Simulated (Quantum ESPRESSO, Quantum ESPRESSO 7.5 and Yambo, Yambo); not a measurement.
# SrTiO3 (Tausonite): G0W0 with Yambo, start to end

How does a plane-wave GW calculation on SrTiO3 (Tausonite) run from the first input to the gap?

Calculated with Quantum ESPRESSO 7.5 and Yambo 5.3.0; PBE and many-body steps on it, plane waves.

**The experiments to reproduce.**

- Gap 3.77 eV: direct gap (M0 critical point); spectroscopic ellipsometry, second-derivative fit; 300 K; bulk crystal (commercial single crystal) (“Optical probe of ferroelectric order in bulk and thin film perovskite titanates”, 2013, arxiv:1309.1245).

### 1. The structure

It takes space group Pm-3m (No. 221, cubic). Conventional cell: a = 3.905 Å, b = 3.905 Å, c = 3.905 Å, α = 90.00°, β = 90.00°, γ = 90.00°. Nearest to Sr lie 12 O at 2.76 Å. Nearest to Ti lie 6 O at 1.95 Å. O has 2 Ti at 1.95 Å and 4 Sr at 2.76 Å nearest. Farther neighbours and most contacts between anions are not listed.

The cell and positions come from the Crystallography Open Database and are kept as given unless a step says otherwise.

### 2. Ground state

This step: Quantum ESPRESSO 7.5; DFT, PBE, plane waves, norm-conserving pseudopotentials.

The ground-state density comes first.

pw.in

```
&control
  calculation = 'scf'
  prefix = 'x'
  outdir = 'o'
  pseudo_dir = 'pseudo'
/
&system
  ibrav = 0
  nat = 5
  ntyp = 3
  ecutwfc = 76.0
  nbnd = 26
  force_symmorphic = .true.
/
&electrons
  conv_thr = 1e-10
  electron_maxstep = 80
  mixing_beta = 0.5
/
ATOMIC_SPECIES
  Sr 87.62 Sr.upf
  Ti 47.867 Ti.upf
  O 15.999 O.upf
CELL_PARAMETERS angstrom
  3.9052800000 0.0000000000 0.0000000000
  0.0000000000 3.9052800000 0.0000000000
  0.0000000000 0.0000000000 3.9052800000
ATOMIC_POSITIONS crystal
  Sr 0.5000000000 0.5000000000 0.5000000000
  Ti 0.0000000000 0.0000000000 0.0000000000
  O 0.5000000000 0.0000000000 0.0000000000
  O 0.0000000000 0.5000000000 0.0000000000
  O 0.0000000000 0.0000000000 0.5000000000
K_POINTS automatic
  6 6 6 0 0 0
```

Launch:

```console
$ OMP_NUM_THREADS=1 mpirun -n 4 pw.x -nk 4 -in pw.in > pw.out
```

The program printed:

```text
Program PWSCF v.7.5 starts

     This program is part of the open-source Quantum ESPRESSO suite
     for quantum simulation of materials; please cite
         "P. Giannozzi et al., J. Phys.:Condens. Matter 21 395502 (2009);
         "P. Giannozzi et al., J. Phys.:Condens. Matter 29 465901 (2017);
         "P. Giannozzi et al., J. Chem. Phys. 152 154105 (2020);
     in publications or presentations arising from this work. More details at
     Message from routine setup:
     using ibrav=0 with symmetry is DISCOURAGED, use correct ibrav instead

     G-vector sticks info

     bravais-lattice index     =            0
     lattice parameter (alat)  =       7.3799  a.u.
     unit-cell volume          =     401.9325 (a.u.)^3
     number of atoms/cell      =            5
     number of atomic types    =            3
     number of electrons       =        40.00
     number of Kohn-Sham states=           26
     kinetic-energy cutoff     =      76.0000  Ry
     charge density cutoff     =     304.0000  Ry
     scf convergence threshold =      1.0E-10
     mixing beta               =       0.5000
     number of iterations used =            8  plain     mixing
     Exchange-correlation= PBE
                           (   1   4   3   4   0   0   0)

     celldm(1)=   7.379910  celldm(2)=   0.000000  celldm(3)=   0.000000
     celldm(4)=   0.000000  celldm(5)=   0.000000  celldm(6)=   0.000000

     crystal axes: (cart. coord. in units of alat)
               a(1) = (   1.000000   0.000000   0.000000 )
               a(2) = (   0.000000   1.000000   0.000000 )
               a(3) = (   0.000000   0.000000   1.000000 )

     reciprocal axes: (cart. coord. in units 2 pi/alat)
               b(1) = (  1.000000  0.000000  0.000000 )
               b(2) = (  0.000000  1.000000  0.000000 )
               b(3) = (  0.000000  0.000000  1.000000 )
     Pseudo is Norm-conserving + core correction, Zval = 10.0
     Generated using ONCVPSP code by D. R. Hamann
     Using radial grid of 1834 points,  6 beta functions with:
     Pseudo is Norm-conserving + core correction, Zval = 12.0
     Generated using ONCVPSP code by D. R. Hamann
     Using radial grid of 1586 points,  6 beta functions with:
     Pseudo is Norm-conserving + core correction, Zval =  6.0
     Generated using ONCVPSP code by D. R. Hamann
     Using radial grid of  936 points,  5 beta functions with:
     Sr               10.00    87.62000     Sr( 1.00)
     Ti               12.00    47.86700     Ti( 1.00)
     O                 6.00    15.99900     O ( 1.00)

     48 Sym. Ops., with inversion, found

   Cartesian axes

     site n.     atom                  positions (alat units)
         1        Sr     tau(   1) = (   0.5000000   0.5000000   0.5000000  )
         2        Ti     tau(   2) = (   0.0000000   0.0000000   0.0000000  )
         3        O      tau(   3) = (   0.5000000   0.0000000   0.0000000  )
         4        O      tau(   4) = (   0.0000000   0.5000000   0.0000000  )
         5        O      tau(   5) = (   0.0000000   0.0000000   0.5000000  )

     number of k points=    20
                       cart. coord. in units 2pi/alat
        k(    1) = (   0.0000000   0.0000000   0.0000000), wk =   0.0092593
        k(    2) = (   0.0000000   0.0000000   0.1666667), wk =   0.0555556
        k(    3) = (   0.0000000   0.0000000   0.3333333), wk =   0.0555556
        k(    4) = (   0.0000000   0.0000000  -0.5000000), wk =   0.0277778
        k(    5) = (   0.0000000   0.1666667   0.1666667), wk =   0.1111111
        k(    6) = (   0.0000000   0.1666667   0.3333333), wk =   0.2222222
        k(    7) = (   0.0000000   0.1666667  -0.5000000), wk =   0.1111111
        k(    8) = (   0.0000000   0.3333333   0.3333333), wk =   0.1111111
        k(    9) = (   0.0000000   0.3333333  -0.5000000), wk =   0.1111111
        k(   10) = (   0.0000000  -0.5000000  -0.5000000), wk =   0.0277778
     [... 8 further rows ...]
        k(   19) = (   0.3333333  -0.5000000  -0.5000000), wk =   0.0555556
        k(   20) = (  -0.5000000  -0.5000000  -0.5000000), wk =   0.0092593

     Dense  grid:    36041 G-vectors     FFT dimensions: (  45,  45,  45)

     Initial potential from superposition of free atoms

     starting charge      39.9901, renormalised to      40.0000
     Starting wfcs are   27 randomized atomic wfcs

     per-process dynamical memory:    38.3 Mb

     Self-consistent Calculation

     iteration #  1     ecut=    76.00 Ry     beta= 0.50

     total energy              =    -286.34907618 Ry
     estimated scf accuracy    <       1.82256532 Ry

     iteration #  2     ecut=    76.00 Ry     beta= 0.50

     total energy              =    -286.17705873 Ry
     estimated scf accuracy    <       4.23967324 Ry

     iteration #  3     ecut=    76.00 Ry     beta= 0.50

     total energy              =    -287.08882050 Ry
     estimated scf accuracy    <       0.24573359 Ry

     iteration #  4     ecut=    76.00 Ry     beta= 0.50

     total energy              =    -287.05739207 Ry
     estimated scf accuracy    <       0.08460359 Ry

     iteration #  5     ecut=    76.00 Ry     beta= 0.50

     total energy              =    -287.08113355 Ry
     estimated scf accuracy    <       0.01740189 Ry

     iteration #  6     ecut=    76.00 Ry     beta= 0.50

     total energy              =    -287.08120972 Ry
     estimated scf accuracy    <       0.00230544 Ry

     iteration #  7     ecut=    76.00 Ry     beta= 0.50

     total energy              =    -287.08179541 Ry
     estimated scf accuracy    <       0.00013899 Ry

     iteration #  8     ecut=    76.00 Ry     beta= 0.50

     total energy              =    -287.08179121 Ry
     estimated scf accuracy    <       0.00003260 Ry

     iteration #  9     ecut=    76.00 Ry     beta= 0.50

     total energy              =    -287.08179759 Ry
     estimated scf accuracy    <       0.00000017 Ry

     iteration # 10     ecut=    76.00 Ry     beta= 0.50

     total energy              =    -287.08179769 Ry
     estimated scf accuracy    <       0.00000005 Ry

     iteration # 11     ecut=    76.00 Ry     beta= 0.50

     total energy              =    -287.08179770 Ry
     estimated scf accuracy    <          2.1E-09 Ry

     iteration # 12     ecut=    76.00 Ry     beta= 0.50

     total energy              =    -287.08179770 Ry
     estimated scf accuracy    <          6.0E-10 Ry

     iteration # 13     ecut=    76.00 Ry     beta= 0.50

     total energy              =    -287.08179770 Ry
     estimated scf accuracy    <          1.3E-10 Ry

     iteration # 14     ecut=    76.00 Ry     beta= 0.50

     End of self-consistent calculation

          k = 0.0000 0.0000 0.0000 (  4457 PWs)   bands (ev):

   -46.3526 -22.6721 -22.6270 -22.6270 -22.6270  -7.3121  -6.3299  -6.3299
    -4.6610  -4.6610  -4.6610   7.2355   7.2355   7.2355   8.8811   8.8811
     8.8811   9.6917   9.6917   9.6917  11.9546  11.9546  11.9546  14.4349
    14.4349  15.5056

          k = 0.0000 0.0000 0.1667 (  4525 PWs)   bands (ev):

   -46.3523 -22.7135 -22.6263 -22.6263 -22.5975  -7.3308  -6.3234  -6.3201
    -4.6493  -4.6493  -4.4854   6.8839   7.2187   7.2187   8.5465   8.5465
     8.6549   8.9454   9.5443   9.5443  11.9947  12.5241  12.5241  14.4403
    15.1720  15.9448

          k = 0.0000 0.0000 0.3333 (  4500 PWs)   bands (ev):

   -46.3515 -22.7663 -22.6248 -22.6248 -22.5679  -7.4554  -6.3002  -6.1422
    -4.6257  -4.6257  -4.1970   6.1332   7.2026   7.2026   7.9492   7.9766
     7.9766   8.2598   9.3794   9.3794  12.0782  13.4535  13.4535  14.4470
    16.2106  16.9464

          k = 0.0000 0.0000-0.5000 (  4484 PWs)   bands (ev):

     [... further k-points ...]

     highest occupied, lowest unoccupied level (ev):    10.0469   11.9546

!    total energy              =    -287.08179770 Ry
     estimated scf accuracy    <          6.0E-12 Ry

     The total energy is the sum of the following terms:
     one-electron contribution =     -75.45083833 Ry
     hartree contribution      =      60.40589909 Ry
     xc contribution           =     -59.54529961 Ry
     ewald contribution        =    -212.49155884 Ry

     convergence has been achieved in  14 iterations

     XML data file, charge density, pseudopotentials, collected wavefunctions

=------------------------------------------------------------------------------=
   JOB DONE.
=------------------------------------------------------------------------------=
```

Run time: 13 s. Hardware: 4 MPI ranks of Arm Neoverse V2, shared host; peak memory 0.33 GiB.

Numbers from this step:

* total energy: -3905.9468 eV
* gap: 1.908 eV
* k of the valence top: -0.5, -0.5, -0.5
* k of the conduction bottom: 0, 0, 0
* least direct gap: 2.263 eV

The gap is indirect, with the least direct gap 0.36 eV higher.

### 3. Bands along the symmetry lines

The cheap functional maps the bands first; the places of the edges decide which points the dearer methods must see.

pw.in

```
&control
  calculation = 'bands'
  prefix = 'x'
  outdir = 'o'
  pseudo_dir = 'pseudo'
/
&system
  ibrav = 0
  nat = 5
  ntyp = 3
  ecutwfc = 76.0
  nbnd = 26
  force_symmorphic = .true.
/
&electrons
  conv_thr = 1e-9
  electron_maxstep = 80
  diago_full_acc = .true.
  diago_thr_init = 5e-6
/
ATOMIC_SPECIES
  Sr 87.62 Sr.upf
  Ti 47.867 Ti.upf
  O 15.999 O.upf
CELL_PARAMETERS angstrom
  3.9052800000 0.0000000000 0.0000000000
  0.0000000000 3.9052800000 0.0000000000
  0.0000000000 0.0000000000 3.9052800000
ATOMIC_POSITIONS crystal
  Sr 0.5000000000 0.5000000000 0.5000000000
  Ti 0.0000000000 0.0000000000 0.0000000000
  O 0.5000000000 0.0000000000 0.0000000000
  O 0.0000000000 0.5000000000 0.0000000000
  O 0.0000000000 0.0000000000 0.5000000000
K_POINTS crystal
  50
  0.00000000 0.00000000 0.00000000 1
  0.00000000 0.06250000 0.00000000 1
  0.00000000 0.12500000 0.00000000 1
  0.00000000 0.18750000 0.00000000 1
  0.00000000 0.25000000 0.00000000 1
  0.00000000 0.31250000 0.00000000 1
  0.00000000 0.37500000 0.00000000 1
  0.00000000 0.43750000 0.00000000 1
  0.00000000 0.50000000 0.00000000 1
  0.06250000 0.50000000 0.00000000 1
  0.12500000 0.50000000 0.00000000 1
  0.18750000 0.50000000 0.00000000 1
  0.25000000 0.50000000 0.00000000 1
  0.31250000 0.50000000 0.00000000 1
  0.37500000 0.50000000 0.00000000 1
  0.43750000 0.50000000 0.00000000 1
  0.50000000 0.50000000 0.00000000 1
  0.43750000 0.43750000 0.00000000 1
  0.37500000 0.37500000 0.00000000 1
  0.31250000 0.31250000 0.00000000 1
  0.25000000 0.25000000 0.00000000 1
  0.18750000 0.18750000 0.00000000 1
  0.12500000 0.12500000 0.00000000 1
  0.06250000 0.06250000 0.00000000 1
  0.00000000 0.00000000 0.00000000 1
  0.06250000 0.06250000 0.06250000 1
  0.12500000 0.12500000 0.12500000 1
  0.18750000 0.18750000 0.18750000 1
  0.25000000 0.25000000 0.25000000 1
  0.31250000 0.31250000 0.31250000 1
  0.37500000 0.37500000 0.37500000 1
  0.43750000 0.43750000 0.43750000 1
  0.50000000 0.50000000 0.50000000 1
  0.43750000 0.50000000 0.43750000 1
  0.37500000 0.50000000 0.37500000 1
  0.31250000 0.50000000 0.31250000 1
  0.25000000 0.50000000 0.25000000 1
  0.18750000 0.50000000 0.18750000 1
  0.12500000 0.50000000 0.12500000 1
  0.06250000 0.50000000 0.06250000 1
  0.00000000 0.50000000 0.00000000 1
  0.50000000 0.50000000 0.50000000 1
  0.50000000 0.50000000 0.43750000 1
  0.50000000 0.50000000 0.37500000 1
  0.50000000 0.50000000 0.31250000 1
  0.50000000 0.50000000 0.25000000 1
  0.50000000 0.50000000 0.18750000 1
  0.50000000 0.50000000 0.12500000 1
  0.50000000 0.50000000 0.06250000 1
  0.50000000 0.50000000 0.00000000 1
```

The program printed:

```text
[banner, memory and clock lines left out]
Program PWSCF v.7.5 starts

     Atomic positions and unit cell read from directory:
     o/x.save/

     Message from routine setup:
     using ibrav=0 with symmetry is DISCOURAGED, use correct ibrav instead

     G-vector sticks info

     bravais-lattice index     =            0
     lattice parameter (alat)  =       7.3799  a.u.
     unit-cell volume          =     401.9325 (a.u.)^3
     number of atoms/cell      =            5
     number of atomic types    =            3
     number of electrons       =        40.00
     number of Kohn-Sham states=           26
     kinetic-energy cutoff     =      76.0000  Ry
     charge density cutoff     =     304.0000  Ry
     Exchange-correlation= PBE
                           (   1   4   3   4   0   0   0)

     celldm(1)=   7.379910  celldm(2)=   0.000000  celldm(3)=   0.000000
     celldm(4)=   0.000000  celldm(5)=   0.000000  celldm(6)=   0.000000

     crystal axes: (cart. coord. in units of alat)
               a(1) = (   1.000000   0.000000   0.000000 )
               a(2) = (   0.000000   1.000000   0.000000 )
               a(3) = (   0.000000   0.000000   1.000000 )

     reciprocal axes: (cart. coord. in units 2 pi/alat)
               b(1) = (  1.000000  0.000000  0.000000 )
               b(2) = (  0.000000  1.000000  0.000000 )
               b(3) = (  0.000000  0.000000  1.000000 )
     Pseudo is Norm-conserving + core correction, Zval = 10.0
     Generated using ONCVPSP code by D. R. Hamann
     Using radial grid of 1834 points,  6 beta functions with:
     Pseudo is Norm-conserving + core correction, Zval = 12.0
     Generated using ONCVPSP code by D. R. Hamann
     Using radial grid of 1586 points,  6 beta functions with:
     Pseudo is Norm-conserving + core correction, Zval =  6.0
     Generated using ONCVPSP code by D. R. Hamann
     Using radial grid of  936 points,  5 beta functions with:
     Sr               10.00    87.62000     Sr( 1.00)
     Ti               12.00    47.86700     Ti( 1.00)
     O                 6.00    15.99900     O ( 1.00)

     48 Sym. Ops., with inversion, found

   Cartesian axes

     site n.     atom                  positions (alat units)
         1        Sr     tau(   1) = (   0.5000000   0.5000000   0.5000000  )
         2        Ti     tau(   2) = (   0.0000000   0.0000000   0.0000000  )
         3        O      tau(   3) = (   0.5000000   0.0000000   0.0000000  )
         4        O      tau(   4) = (   0.0000000   0.5000000   0.0000000  )
         5        O      tau(   5) = (   0.0000000   0.0000000   0.5000000  )

     number of k points=    50
                       cart. coord. in units 2pi/alat
        k(    1) = (   0.0000000   0.0000000   0.0000000), wk =   0.0400000
        k(    2) = (   0.0000000   0.0625000   0.0000000), wk =   0.0400000
        k(    3) = (   0.0000000   0.1250000   0.0000000), wk =   0.0400000
[...]
[... 38 further rows ...]
        k(   49) = (   0.5000000   0.5000000   0.0625000), wk =   0.0400000
        k(   50) = (   0.5000000   0.5000000   0.0000000), wk =   0.0400000

     Dense  grid:    36041 G-vectors     FFT dimensions: (  45,  45,  45)

     The potential is recalculated from file :
     o/x.save/charge-density

     Starting wfcs are   27 randomized atomic wfcs

     Band Structure Calculation

     End of band structure calculation

          k = 0.0000 0.0000 0.0000 (  4457 PWs)   bands (ev):

   -46.3527 -22.6721 -22.6271 -22.6271 -22.6271  -7.3121  -6.3299  -6.3299
    -4.6610  -4.6610  -4.6610   7.2355   7.2355   7.2355   8.8811   8.8811
     8.8811   9.6918   9.6918   9.6918  11.9546  11.9546  11.9546  14.4348
    14.4349  15.5056

          k = 0.0000 0.0625 0.0000 (  4485 PWs)   bands (ev):

[...]
14.5651  15.5703

          k = 0.0000 0.1250 0.0000 (  4509 PWs)   bands (ev):

[...]
14.8962  15.7606

[...]
k = 0.5000 0.5000 0.0625 (  4496 PWs)   bands (ev):

[...]
17.9539  18.3910

          k = 0.5000 0.5000 0.0000 (  4500 PWs)   bands (ev):

[...]
-4.5566  -4.2411  -4.2411   5.4282   5.5333   5.8694   7.2143   7.2143
     8.3223   8.4929   8.4929   9.9609  13.8855  13.8855  14.3484  15.4144
    17.9846  18.3561

     XML data file, pseudopotentials, collected wavefunctions
```

Elapsed: 8.9 s, on 4 MPI ranks; peak memory 0.27 GiB.

Numbers from this step:

* gap: 1.908 eV
* k of the valence top: 0.5, 0.5, 0.5
* k of the conduction bottom: 0, 0, 0
* least direct gap: 2.263 eV

The gap is 1.908 eV, as in the run before at this level.

Electronic bands along the path, in eV, zero at the top of the highest filled band:

| point | band 17 | band 18 | band 19 | band 20 | band 21 | band 22 | band 23 | band 24 |
| --- | --- | --- | --- | --- | --- | --- | --- | --- |
| Γ | -1.17 | -0.36 | -0.36 | -0.36 | 1.91 | 1.91 | 1.91 | 4.39 |
| halfway | -1.66 | -1.60 | -0.60 | -0.60 | 1.99 | 2.96 | 2.96 | 4.40 |
| X | -2.34 | -1.96 | -0.73 | -0.73 | 2.07 | 3.83 | 3.83 | 4.40 |
| halfway | -1.86 | -1.45 | -1.32 | -0.63 | 3.03 | 3.83 | 3.96 | 5.14 |
| M | -1.72 | -1.55 | -1.55 | -0.09 | 3.84 | 3.84 | 4.30 | 5.37 |
| halfway | -1.69 | -1.35 | -1.06 | -0.73 | 2.92 | 3.06 | 3.34 | 5.02 |
| Γ | -1.17 | -0.36 | -0.36 | -0.36 | 1.91 | 1.91 | 1.91 | 4.39 |
| halfway | -2.78 | -0.92 | -0.92 | -0.62 | 3.40 | 3.45 | 3.45 | 6.54 |
| R | -3.71 | 0.00 | 0.00 | 0.00 | 4.52 | 4.52 | 4.52 | 7.00 |
| halfway | -2.71 | -0.94 | -0.80 | -0.52 | 3.53 | 4.03 | 4.05 | 6.50 |
| X | -2.34 | -1.96 | -0.73 | -0.73 | 2.07 | 3.83 | 3.83 | 4.40 |
| jump to R | -3.71 | 0.00 | 0.00 | 0.00 | 4.52 | 4.52 | 4.52 | 7.00 |
| halfway | -3.15 | -0.66 | -0.66 | -0.04 | 4.12 | 4.12 | 4.41 | 6.82 |
| M | -1.72 | -1.55 | -1.55 | -0.09 | 3.84 | 3.84 | 4.30 | 5.37 |

(Part 1 of 3 ends here.)

[Paths, hosts, dates, memory and timing lines, banners, echoed tables and standing remarks are left out of the program output.]

[Logs are printed without paths, hosts, clocks, repeated set-up lines and the standing remarks that a program may print on its own settings, such as how far it seeks lower states.]

[Runs of the session that timed out or met a known fault of the program may be left out.]

[Hosts, paths, dates, database ids (printed as entryN), source tags and the programs' standing remarks are cut or masked in the printed files.]
